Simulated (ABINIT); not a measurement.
## FeAs2 (Lollingite): G0W0 with ABINIT, start to end

How does a plane-wave GW calculation on FeAs2 (Lollingite) run from the first input to the gap?

Method: LDA and many-body steps on it, plane waves, in ABINIT 10.8.3.

**What was measured.**

- Gap 0.2 eV: transport gap from activated resistivity above 200 K, current along a; electrical resistivity, Arrhenius fit; bulk crystal (single crystal grown by chemical vapor transport) (“Huge Thermoelectric Power Factor: FeSb2 versus FeAs2 and RuSb2”, 2009, arxiv:0910.0784).

**1. Set-up**

Symmetry: Pnnm, No. 58, orthorhombic system. The conventional cell has a = 5.301 Å, b = 5.986 Å, c = 2.882 Å, α = 90.00°, β = 90.00°, γ = 90.00°. Nearest to Fe lie 6 As at 2.36 to 2.39 Å. Nearest to As lie 3 Fe at 2.36 to 2.39 Å and 1 As at 2.49 Å. Farther neighbours are not listed.

The cell and positions come from the Crystallography Open Database and are kept as given unless a step says otherwise.

**2. Ground state**

This step: ABINIT 10.8.3; DFT, LDA, plane waves, norm-conserving pseudopotentials.

The ground-state density comes first.

File run.abi:

```
acell 3*1.0 Angstrom
rprim 
  5.301200000000 0.000000000000 0.000000000000
  0.000000000000 5.985800000000 0.000000000000
  0.000000000000 0.000000000000 2.882200000000
ntypat 2
znucl 26 33
natom 6
typat 1 1 2 2 2 2
xred 
  0.000000000000 0.000000000000 -0.000000000000
  0.500000000000 0.500000000000 0.500000000000
  0.176300000000 0.362400000000 -0.000000000000
  0.823700000000 0.637600000000 -0.000000000000
  0.676300000000 0.137600000000 0.500000000000
  0.323700000000 0.862400000000 0.500000000000
pp_dirpath "pseudos"
pseudos "Fe.upf, As.upf"
ecut 65
ngkpt 4 4 6
nshiftk 1
shiftk 0 0 0
kptopt 1
chksymbreak 0
nband 69
occopt 1
tolvrs 1e-08
nstep 60
prtwf 0
indata_prefix "in"
outdata_prefix "out"
tmpdata_prefix "tmp"
```

Run with:

```
OMP_NUM_THREADS=1 mpirun -n 8 abinit run.abi > log
```

Numbers of over 12 decimals in the logs are rounded to 6 here.

Log:

```text
.Version 10.8.3 of ABINIT. v10.8.2 released Aug 2026.

 Symmetries : space group Pn n m (# 58); Bravais oP (primitive ortho.)
================================================================================
 Values of the parameters that define the memory need of the present run
     intxc =       0    ionmov =       0      iscf =       7    lmnmax =       6
     lnmax =       6     mgfft =      90  mpssoang =       3    mqgrid =    4106
     natom =       6  nloc_mem =       1    nspden =       1   nspinor =       1
    nsppol =       1      nsym =       8    n1xccc =    2501    ntypat =       2
    occopt =       1   xclevel =       1
-    mband =          69        mffmem =           1         mkmem =           5
       mpw =       15484          nfft =      270000          nkpt =          36
================================================================================
  Rough estimation (10% accuracy) of disk space for files :
================================================================================

--------------------------------------------------------------------------------
------------- Echo of variables that govern the present computation ------------
--------------------------------------------------------------------------------
 -outvars: echo values of preprocessed input variables --------
            acell      1.8897261259E+00  1.8897261259E+00  1.8897261259E+00 Bohr

      chksymbreak           0
             ecut      6.50000000E+01 Hartree
-          fftalg         312

              ixc       -1012
              kpt      0.00000000E+00  0.00000000E+00  0.00000000E+00
                       2.50000000E-01  0.00000000E+00  0.00000000E+00
                       5.00000000E-01  0.00000000E+00  0.00000000E+00
                       0.00000000E+00  2.50000000E-01  0.00000000E+00
                       2.50000000E-01  2.50000000E-01  0.00000000E+00
                       5.00000000E-01  2.50000000E-01  0.00000000E+00
                       0.00000000E+00  5.00000000E-01  0.00000000E+00
                       2.50000000E-01  5.00000000E-01  0.00000000E+00
                       5.00000000E-01  5.00000000E-01  0.00000000E+00
   [... 25 further rows ...]
                       2.50000000E-01  5.00000000E-01  5.00000000E-01
                       5.00000000E-01  5.00000000E-01  5.00000000E-01
         kptrlatt        4    0    0      0    4    0      0    0    6
          kptrlen      3.26794118E+01
P           mkmem           5
            natom           6
            nband          69
            ngfft          75      90      40
             nkpt          36
            nstep          60
             nsym           8
           ntypat           2
              occ      2.000000  2.000000  2.000000  2.000000  2.000000  2.000000
                       2.000000  2.000000  2.000000  2.000000  2.000000  2.000000
                       2.000000  2.000000  2.000000  2.000000  2.000000  2.000000
                       2.000000  2.000000  2.000000  2.000000  2.000000  2.000000
                       2.000000  2.000000  2.000000  2.000000  2.000000  2.000000
                       2.000000  2.000000  2.000000  2.000000  2.000000  2.000000
                       2.000000  2.000000  2.000000  2.000000  2.000000  2.000000
                       2.000000  2.000000  2.000000  2.000000  2.000000  2.000000
                       2.000000  2.000000  2.000000  2.000000  2.000000  2.000000
                       2.000000  2.000000  2.000000  2.000000  2.000000  2.000000
                       2.000000  2.000000  0.000000  0.000000  0.000000  0.000000
[...]
prtwf           0
            rprim      5.3012000000E+00  0.0000000000E+00  0.0000000000E+00
[...]
spgroup          58

           tolvrs      1.00000000E-08

             xred      0.0000000000E+00  0.0000000000E+00  0.0000000000E+00
[...]
znucl       26.00000   33.00000

================================================================================

 chkinp: Checking input parameters for consistency.

================================================================================
== DATASET  1 ==================================================================
-   mpi_nproc: 8, omp_nthreads: 1 (-1 if OMP is not activated)

--- !DatasetInfo
iteration_state: {dtset: 1, }
dimensions: {natom: 6, nkpt: 36, mband: 69, nsppol: 1, nspinor: 1, nspden: 1, mpw: 15484, }
cutoff_energies: {ecut:  65.0, pawecutdg:  -1.0, }
electrons: {nelect:   1.24000000E+02, charge:   0.00000000E+00, occopt:   1.00000000E+00, tsmear:   1.00000000E-02, }

 Real(R)+Recip(G) space primitive vectors, cartesian coordinates (Bohr,Bohr^-1):
 R(1)= 10.0178161  0.0000000  0.0000000  G(1)=  0.0998222  0.0000000  0.0000000
 R(2)=  0.0000000 11.3115226  0.0000000  G(2)=  0.0000000  0.0884054  0.0000000
 R(3)=  0.0000000  0.0000000  5.4465686  G(3)=  0.0000000  0.0000000  0.1836018
 Unit cell volume ucvol=  6.1718748E+02 bohr^3
 Angles (23,13,12)=  9.00000000E+01  9.00000000E+01  9.00000000E+01 degrees

 getcut: wavevector=  0.0000  0.0000  0.0000  ngfft=  75  90  40
         ecut(hartree)=     65.000   => boxcut(ratio)=   2.02356

--- Pseudopotential description ------------------------------------------------
[...]
Cartesian components of stress tensor (hartree/bohr^3)
  sigma(1 1)=  3.34225539E-04  sigma(3 2)=  0.00000000E+00
  sigma(2 2)=  3.33584236E-04  sigma(3 1)=  0.00000000E+00
  sigma(3 3)=  2.82512820E-04  sigma(2 1)=  0.00000000E+00

--- !ResultsGS
iteration_state: {dtset: 1, }
comment   : Summary of ground state results
lattice_vectors:
- [ 10.0178161,   0.0000000,   0.0000000, ]
- [  0.0000000,  11.3115226,   0.0000000, ]
- [  0.0000000,   0.0000000,   5.4465686, ]
lattice_lengths: [  10.01782,   11.31152,    5.44657, ]
lattice_angles: [ 90.000,  90.000,  90.000, ] # degrees, (23, 13, 12)
lattice_volume:   6.1718748E+02
convergence: {deltae:  5.684E-12, res2:  6.298E-11, residm:  2.239E-04, diffor: null, }
etotal    :  -1.48588661E+03
entropy   :   0.00000000E+00
fermie    :   3.61204650E-01
cartesian_stress_tensor: # hartree/bohr^3
- [  3.34225539E-04,   0.00000000E+00,   0.00000000E+00, ]
- [  0.00000000E+00,   3.33584236E-04,   0.00000000E+00, ]
- [  0.00000000E+00,   0.00000000E+00,   2.82512820E-04, ]
pressure_GPa:  -9.3198E+00
xred      :
- [  0.0000E+00,   0.0000E+00,   0.0000E+00, Fe]
- [  5.0000E-01,   5.0000E-01,   5.0000E-01, Fe]
- [  1.7630E-01,   3.6240E-01,   0.0000E+00, As]
- [  8.2370E-01,   6.3760E-01,   0.0000E+00, As]
- [  6.7630E-01,   1.3760E-01,   5.0000E-01, As]
- [  3.2370E-01,   8.6240E-01,   5.0000E-01, As]
cartesian_forces: # hartree/bohr
- [  1.44560290E-19,  -0.00000000E+00,  -0.00000000E+00, ]
- [  1.44560290E-19,  -0.00000000E+00,  -0.00000000E+00, ]
- [  7.64850232E-03,  -3.13011043E-03,  -0.00000000E+00, ]
- [ -7.64850232E-03,   3.13011043E-03,  -0.00000000E+00, ]
- [  7.64850232E-03,   3.13011043E-03,  -5.79345241E-31, ]
- [ -7.64850232E-03,  -3.13011043E-03,   5.79345241E-31, ]
force_length_stats: {min:   1.44560290E-19, max:   8.26421074E-03, mean:   5.50947383E-03, }

 Integrated electronic density in atomic spheres:
 ------------------------------------------------
 Atom  Sphere_radius  Integrated_density
[...]
================================================================================

 ----iterations are completed or convergence reached----

 Mean square residual over all n,k,spin=   28.870E-08; max=  22.387E-05
 reduced coordinates (array xred) for    6 atoms
[...]
0.500000000000      0.500000000000      0.500000000000
       0.176300000000      0.362400000000      0.000000000000
       0.823700000000      0.637600000000      0.000000000000
       0.676300000000      0.137600000000      0.500000000000
       0.323700000000      0.862400000000      0.500000000000
 rms dE/dt=  3.9790E-02; max dE/dt=  7.6621E-02; dE/dt below (all hartree)
    1       0.000000000000      0.000000000000      0.000000000000
    2       0.000000000000      0.000000000000      0.000000000000
    3      -0.076621290018      0.035406315039      0.000000000000
    4       0.076621290018     -0.035406315039      0.000000000000
    5      -0.076621290018     -0.035406315039      0.000000000000
    6       0.076621290018      0.035406315039     -0.000000000000

 cartesian coordinates (angstrom) at end:
    1      0.000000     0.000000     0.000000
    2      2.650600     2.992900     1.441100
    3      0.934602     2.169254     0.000000
    4      4.366598     3.816546     0.000000
[...]
cartesian forces (hartree/bohr) at end:
[...]
frms,max,avg= 3.8957863E-03 7.6485023E-03   0.000E+00  0.000E+00  0.000E+00 h/b

 cartesian forces (eV/Angstrom) at end:
[...]
2      0.000000    -0.000000    -0.000000
    3      0.393302    -0.160957    -0.000000
    4     -0.393302     0.160957    -0.000000
    5      0.393302     0.160957    -0.000000
    6     -0.393302    -0.160957     0.000000
 frms,max,avg= 2.0032939E-01 3.9330180E-01   0.000E+00  0.000E+00  0.000E+00 e/A
 length scales=  1.889726125908  1.889726125908  1.889726125908 bohr
              =  1.000000000000  1.000000000000  1.000000000000 angstroms
 prteigrs : about to open file out_EIG
 Fermi (or HOMO) energy (hartree) =   0.36120   Average Vxc (hartree)=  -0.47115
 Eigenvalues (hartree) for nkpt=  36  k points:
 kpt#   1, nband= 69, wtk=  0.01042, kpt=  0.0000  0.0000  0.0000 (reduced coord)
  -6.40301   -6.40301   -6.40300   -6.40300   -4.34398   -4.34398   -4.34398   -4.34398
  -4.34266   -4.34266   -4.34256   -4.34256   -4.33960   -4.33960   -4.33959   -4.33959
  -2.78712   -2.78712   -1.56074   -1.56073   -1.55902   -1.55902   -1.54676   -1.54674
  -0.94760   -0.94749   -0.94577   -0.94555   -0.94548   -0.94546   -0.94460   -0.94447
  -0.94277   -0.94266   -0.94265   -0.94249   -0.94241   -0.94231   -0.94224   -0.94212
  -0.94126   -0.94101   -0.94043   -0.94021   -0.16722   -0.07524   -0.03892   -0.02147
   0.13322    0.16701    0.21371    0.23118    0.24408    0.26152    0.30016    0.31451
   0.32071    0.32119    0.34054    0.35310    0.35576    0.35872    0.41917    0.45135
   0.51488    0.53367    0.53442    0.54098    0.59542
 prteigrs : prtvol=0 or 1, do not print more k-points.

--- !EnergyTerms
iteration_state     : {dtset: 1, }
comment             : Components of total free energy in Hartree
kinetic             :  6.65213465753009E+02
hartree             :  5.15377514202815E+02
xc                  : -1.59518932524917E+02
Ewald energy        : -7.86265375186903E+02
psp_core            :  2.57309298914361E+01
local_psp           : -1.42351617850264E+03
non_local_psp       : -3.22908031766286E+02
total_energy        : -1.48588660813348E+03
total_energy_eV     : -4.04330344116508E+04
band_energy         : -2.15578591952524E+02

 Cartesian components of stress tensor (hartree/bohr^3)
  sigma(1 1)=  3.34225539E-04  sigma(3 2)=  0.00000000E+00
  sigma(2 2)=  3.33584236E-04  sigma(3 1)=  0.00000000E+00
  sigma(3 3)=  2.82512820E-04  sigma(2 1)=  0.00000000E+00

-Cartesian components of stress tensor (GPa)         [Pressure= -9.3198E+00 GPa]
- sigma(1 1)=  9.83325484E+00  sigma(3 2)=  0.00000000E+00
- sigma(2 2)=  9.81438707E+00  sigma(3 1)=  0.00000000E+00
- sigma(3 3)=  8.31181411E+00  sigma(2 1)=  0.00000000E+00

== END DATASET(S) ==============================================================
================================================================================

 -outvars: echo values of variables after computation  --------
           etotal     -1.4858866081E+03
            nband          69
             nkpt          36
          spgroup          58
 [... the other variables as echoed above ...]

 Calculation completed.
```

Elapsed: 11 min, on 8 MPI ranks of Arm Neoverse V2, shared host; peak memory 1.6 GiB; 85 min of CPU time.

Numbers from this step:

| Property | Result |
| --- | --- |
| total energy | -40433.0344 eV |
| gap | 0.2389 eV |
| k of the valence top | 0, 0.5, 0.1667 |
| k of the conduction bottom | 0, 0, 0.3333 |
| least direct gap | 0.4503 eV |
| pressure | -9.320 GPa |

The gap is indirect, with the least direct gap 0.21 eV higher.

The cutoff was set for levels, not for stress, so the pressure can be off by some GPa.

**3. Empty states on the mesh, 2×2×4 mesh, 300 bands**

The sums over transitions need many empty states on a uniform mesh; this step solves for them.

Changes to run.abi since step 2:

```diff
@@ -19,3 +19,3 @@
 ecut 65
-ngkpt 4 4 6
+ngkpt 2 2 4
 nshiftk 1
@@ -24,7 +24,10 @@
 chksymbreak 0
-nband 69
-occopt 1
-tolvrs 1e-08
+iscf -2
+irdden 1
+istwfk *1
+nband 300
+nbdbuf 26
+tolwfr 1e-09
 nstep 60
-prtwf 0
+prtvol 0
 indata_prefix "in"
```

Log:

```text
.Version 10.8.3 of ABINIT. v10.8.2 released Aug 2026.

 Symmetries : space group Pn n m (# 58); Bravais oP (primitive ortho.)
[... echo of the input left out ...]
== DATASET  1 ==================================================================
-   mpi_nproc: 8, omp_nthreads: 1 (-1 if OMP is not activated)
-    --> not optimal distribution: autoparal keyword recommended in input file <--

--- !DatasetInfo
iteration_state: {dtset: 1, }
dimensions: {natom: 6, nkpt: 12, mband: 300, nsppol: 1, nspinor: 1, nspden: 1, mpw: 15496, }
cutoff_energies: {ecut:  65.0, pawecutdg:  -1.0, }
electrons: {nelect:   1.24000000E+02, charge:   0.00000000E+00, occopt:   1.00000000E+00, tsmear:   1.00000000E-02, }

 Real(R)+Recip(G) space primitive vectors, cartesian coordinates (Bohr,Bohr^-1):
 R(1)= 10.0178161  0.0000000  0.0000000  G(1)=  0.0998222  0.0000000  0.0000000
 R(2)=  0.0000000 11.3115226  0.0000000  G(2)=  0.0000000  0.0884054  0.0000000
 R(3)=  0.0000000  0.0000000  5.4465686  G(3)=  0.0000000  0.0000000  0.1836018
 Unit cell volume ucvol=  6.1718748E+02 bohr^3
 Angles (23,13,12)=  9.00000000E+01  9.00000000E+01  9.00000000E+01 degrees

 getcut: wavevector=  0.0000  0.0000  0.0000  ngfft=  75  90  40
         ecut(hartree)=     65.000   => boxcut(ratio)=   2.02356

--- Pseudopotential description ------------------------------------------------
- Fe Generated using ONCVPSP code by D. R. Hamann
- 26.00000  16.00000  180309                  znucl, zion, pspdat
12 -1012 2 -1 1408                            pspcod,pspxc,lmax,lloc,mmax
     nproj     2     2     2
  pspatm : epsatm=   14.62541472
         --- l  ekb(1:nproj) -->
             0   16.534884    1.886547
             1    1.682161   -0.540477
             2   -7.784076   -2.323469
 pspatm: atomic psp has been read  and splines computed

- As Generated using ONCVPSP code by D. R. Hamann
- 33.00000  23.00000  180309                  znucl, zion, pspdat
12 -1012 2 -1 1326                            pspcod,pspxc,lmax,lloc,mmax
     nproj     2     2     2
  pspatm : epsatm=   24.70505022
         --- l  ekb(1:nproj) -->
[...]
pspatm: atomic psp has been read  and splines computed

--------------------------------------------------------------------------------

================================================================================
 prteigrs : about to open file out_EIG
 Non-SCF case, kpt    1 (  0.00000  0.00000  0.00000), residuals and eigenvalues=
  6.10E-10  6.65E-10  7.28E-10  5.85E-10  2.01E-10  2.63E-10  2.19E-10  2.35E-10
  2.36E-10  2.30E-10  3.04E-10  2.90E-10  3.07E-10  3.22E-10  2.70E-10  2.41E-10
  1.61E-10  9.28E-10  6.67E-10  5.71E-10  6.34E-10  4.97E-10  5.99E-10  5.58E-10
[...]
2.26E-04  2.26E-03  1.44E-03  1.26E-03
 -6.4030E+00 -6.4030E+00 -6.4030E+00 -6.4030E+00 -4.3440E+00 -4.3440E+00
 -4.3440E+00 -4.3440E+00 -4.3427E+00 -4.3427E+00 -4.3426E+00 -4.3426E+00
 -4.3396E+00 -4.3396E+00 -4.3396E+00 -4.3396E+00 -2.7871E+00 -2.7871E+00
[...]
3.7892E+00  3.7969E+00  3.8143E+00  3.8190E+00  3.8202E+00  3.8227E+00
  3.8350E+00  3.8737E+00  3.8788E+00  3.8820E+00  3.8896E+00  3.9382E+00
 prteigrs : prtvol=0 or 1, do not print more k-points.

--- !ResultsGS
iteration_state: {dtset: 1, }
comment   : Summary of ground state results
lattice_vectors:
- [ 10.0178161,   0.0000000,   0.0000000, ]
- [  0.0000000,  11.3115226,   0.0000000, ]
- [  0.0000000,   0.0000000,   5.4465686, ]
lattice_lengths: [  10.01782,   11.31152,    5.44657, ]
lattice_angles: [ 90.000,  90.000,  90.000, ] # degrees, (23, 13, 12)
lattice_volume:   6.1718748E+02
convergence: {deltae:  0.000E+00, res2:  0.000E+00, residm:  9.981E-10, diffor:  0.000E+00, }
etotal    :  -1.48588661E+03
entropy   :   0.00000000E+00
fermie    :   3.61204650E-01
cartesian_stress_tensor: null
pressure_GPa: null
xred      :
- [  0.0000E+00,   0.0000E+00,   0.0000E+00, Fe]
- [  5.0000E-01,   5.0000E-01,   5.0000E-01, Fe]
- [  1.7630E-01,   3.6240E-01,   0.0000E+00, As]
- [  8.2370E-01,   6.3760E-01,   0.0000E+00, As]
- [  6.7630E-01,   1.3760E-01,   5.0000E-01, As]
- [  3.2370E-01,   8.6240E-01,   5.0000E-01, As]
cartesian_forces: null
force_length_stats: {min: null, max: null, mean: null, }

 Integrated electronic density in atomic spheres:
 ------------------------------------------------
 Atom  Sphere_radius  Integrated_density
[...]
================================================================================

 ----iterations are completed or convergence reached----

 Mean square residual over all n,k,spin=   41.400E-11; max=  99.808E-11
 reduced coordinates (array xred) for    6 atoms
[...]
0.676300000000      0.137600000000      0.500000000000
       0.323700000000      0.862400000000      0.500000000000

 cartesian coordinates (angstrom) at end:
    1      0.000000     0.000000     0.000000
    2      2.650600     2.992900     1.441100
[...]
6      1.715998     5.162154     1.441100
 length scales=  1.889726125908  1.889726125908  1.889726125908 bohr
              =  1.000000000000  1.000000000000  1.000000000000 angstroms
 prteigrs : about to open file out_EIG
 Eigenvalues (hartree) for nkpt=  12  k points:
 kpt#   1, nband=300, wtk=  0.06250, kpt=  0.0000  0.0000  0.0000 (reduced coord)
[...]
3.66876    3.70970    3.71384    3.72691    3.73220    3.74040    3.75220    3.76285
   3.78922    3.79687    3.81430    3.81899    3.82019    3.82267    3.83500    3.87368
   3.87876    3.88196    3.88956    3.93822
 prteigrs : prtvol=0 or 1, do not print more k-points.

== END DATASET(S) ==============================================================
================================================================================

 -outvars: echo values of variables after computation  --------
            nband         300
             nkpt          12
          spgroup          58
 [... the other variables as echoed above ...]

 Calculation completed.
```

Wall time 8.8 min (8 MPI ranks); peak memory 1.9 GiB; 70 min of CPU time.

Numbers from this step:

```yaml
gap: 0.2727 eV
k_of_the_valence_top: 0, 0.5, 0.25
k_of_the_conduction_bottom: 0, 0, 0.25
least_direct_gap: 0.5777 eV
k_points_computed: 12
lowest_point_of_the_top_converged_band_above_the_valence_top: 87.7548 eV
```

On this mesh the gap is 0.273 eV. The earlier step found 0.239 eV, so this mesh misses an edge.

(Part 1 of 2 ends here.)

[Paths, hosts, dates, memory and timing lines, banners, echoed tables and standing remarks are left out of the program output.]

[Logs are printed without paths, hosts, clocks, repeated set-up lines and the standing remarks that a program may print on its own settings, such as how far it seeks lower states.]

[Runs of the session that timed out or met a known fault of the program may be left out.]

[Hosts, paths, dates, database ids (printed as entryN), source tags and the programs' standing remarks are cut or masked in the printed files.]

[G0W0 gaps are taken among the corrected bands and points alone; a level outside them can change the order at an edge.]

[Where Ansatz stands beside ABINIT at settings called matched, ABINIT's density can come from a denser mesh and the files from another edition; pairs whose starting gaps differed by over 0.03 eV were left out, so agreement reads better than it is.]
